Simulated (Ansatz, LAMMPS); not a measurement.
# Amorphous Ge (72 atoms), relaxed: functionals compared

Which bonds does the relaxation leave, and how do the Kohn-Sham gap, forces and pressure change with functional?

Calculated with Ansatz 0.2.0: Kohn-Sham DFT, PBE, PAW (set soft_2), plane waves; cutoff 420 eV, Γ point, fermi-dirac smearing of 0.025 eV.

In doubt: the hybrid run may have settled on a false gap or state (Ansatz), so the values of those runs are not to be relied on; a hybrid run on one k-point (Ansatz), which bears on gaps, levels and energies.

**The cell**

Density at the start: 5.05 g/cm³. The cell holds 72 atoms: 72 Ge. Cell: a = 11.980 Å, b = 11.980 Å, c = 11.980 Å, α = 90.0°, β = 90.0°, γ = 90.0°. 72 atoms (72 Ge) placed at random at 5.05 g/cm³, melted at 3500 K for 10 ps at fixed volume with the Tersoff potential (Tersoff, Phys. Rev. B 39, 5566 (1989)). Quenched from 3500 K to 300 K at 20 K/ps and fixed volume, annealed at 800 K for 20 ps, held 5 ps, then minimised at fixed cell.

Cell and atoms were relaxed with PBE. The walk converged after 21 steps by the program's count, with a largest force component of 0.0139 eV/Å; it began at an r.m.s. force component of 0.21 eV/Å. The edges went from 11.980, 11.980, 11.980 to 12.477, 11.590, 12.183 Å, and the volume from 23.882 to 24.378 Å³ an atom (+2.1 %).

The input of the reference single point:

```yaml
crystal:
  lattice:
    - [12.46921, -0.35105, -0.28221]
    - [-0.35105, 11.58162, -0.25602]
    - [-0.28221, -0.25602, 12.17664]
  atoms:
    - { symbol: Ge, position: [0.2715, 0.99338, 0.7651] }
    - { symbol: Ge, position: [0.37897, 0.56138, 0.39181] }
    - { symbol: Ge, position: [0.75694, 0.84633, 0.76994] }
    - { symbol: Ge, position: [0.37107, 0.3601, 0.85232] }
    [... 66 atom lines left out ...]
    - { symbol: Ge, position: [0.07157, 0.59782, 0.32864] }
    - { symbol: Ge, position: [0.37829, 0.0102, 0.93644] }
kpoints:
  mp_grid: { grid: [1, 1, 1] }
hamiltonian:
  xc: pbe
scf:
  occupations: { method: fermi_dirac, width: 0.025 }
output:
  forces: true
  stress: true
  populations: true
  dos:
    method: { smearing: { sigma: 0.08 } }
    de: 0.05
    projected: { site_lists: { Ge: [Ge] } }
  eigenvalues: true
  write_density: true
  write_potential: true
  volumetric_format: npy
```

**Bonds after relaxation**

Bonds by pair of elements; cutoffs follow the first minimum of g(r), held within bounds set by covalent radii, and pairs that aren't listed don't count as bonded:

```
pair A-B  cutoff (Å)  bonds  mean length (Å)  spread (Å)  shortest (Å)  B about A  A about B
   Ge-Ge        3.12    150             2.56       0.116          2.42       4.17       4.17
```

How many atoms have how many bonded neighbours:

| element | mean | 3 | 4 | 5 | 6 |
| --- | --- | --- | --- | --- | --- |
| Ge | 4.17 | 2 | 57 | 12 | 1 |

**Levels of theory**

Single points at the relaxed geometry:

```
functional  k-mesh  Kohn-Sham gap (eV)  pressure (GPa)  r.m.s. force component (eV/Å)  SCF cycles     time
       PBE   1×1×1               0.268            0.00                          0.004          14     62 s
    r2SCAN   1×1×1               0.322           -2.43                          0.089          12  1.9 min
    PBEsol   1×1×1               0.260           -2.63                          0.032          13     51 s
```

The gap is that between the highest filled and lowest empty Kohn-Sham level on the run's k-points. Cutoffs: 420 eV for PBE and PBEsol; 500 eV for r2SCAN. Times come from shared hosts and are rough.

**Findings**

By these cutoffs 79 % of Ge atoms have 4 neighbours. The Kohn-Sham gap is 0.27 eV with PBE on the 1×1×1 mesh. On the reference's mesh the gap changes with r2SCAN by +0.05 eV and PBEsol by -0.01 eV. Against the reference the pressure changes with r2SCAN by -2.4 GPa and PBEsol by -2.6 GPa; a negative change means a smaller volume than PBE would take.

Limits: 1 converged run is left out of the tables as doubtful: HSE06 on 1×1×1 (the hybrid may have settled on a false gap or state). All single points share the geometry relaxed with PBE. The volume changed by +2.1 % on relaxing; in so small a cell, on this mesh and at this cutoff, the relaxed density is rough. One sample; tail or defect levels can set the gap of a disordered cell. The quench rate of 20 K/ps is many orders above laboratory rates, so the cell is likely richer in defects and strain than a real sample. The network of bonds at the start is that of the classical potential that made the cell, and needn't be the one that DFT or experiment would give. Spin–orbit coupling is left out; it splits the top valence bands of compounds with Ge, As, Se, Sb or Te and narrows their gaps.

[Logs are printed without paths, hosts, clocks, repeated set-up lines and the standing remarks that a program may print on its own settings, such as how far it seeks lower states.]

[Hosts, paths, dates, database ids (printed as entryN), source tags and the programs' standing remarks are cut or masked in the printed files.]
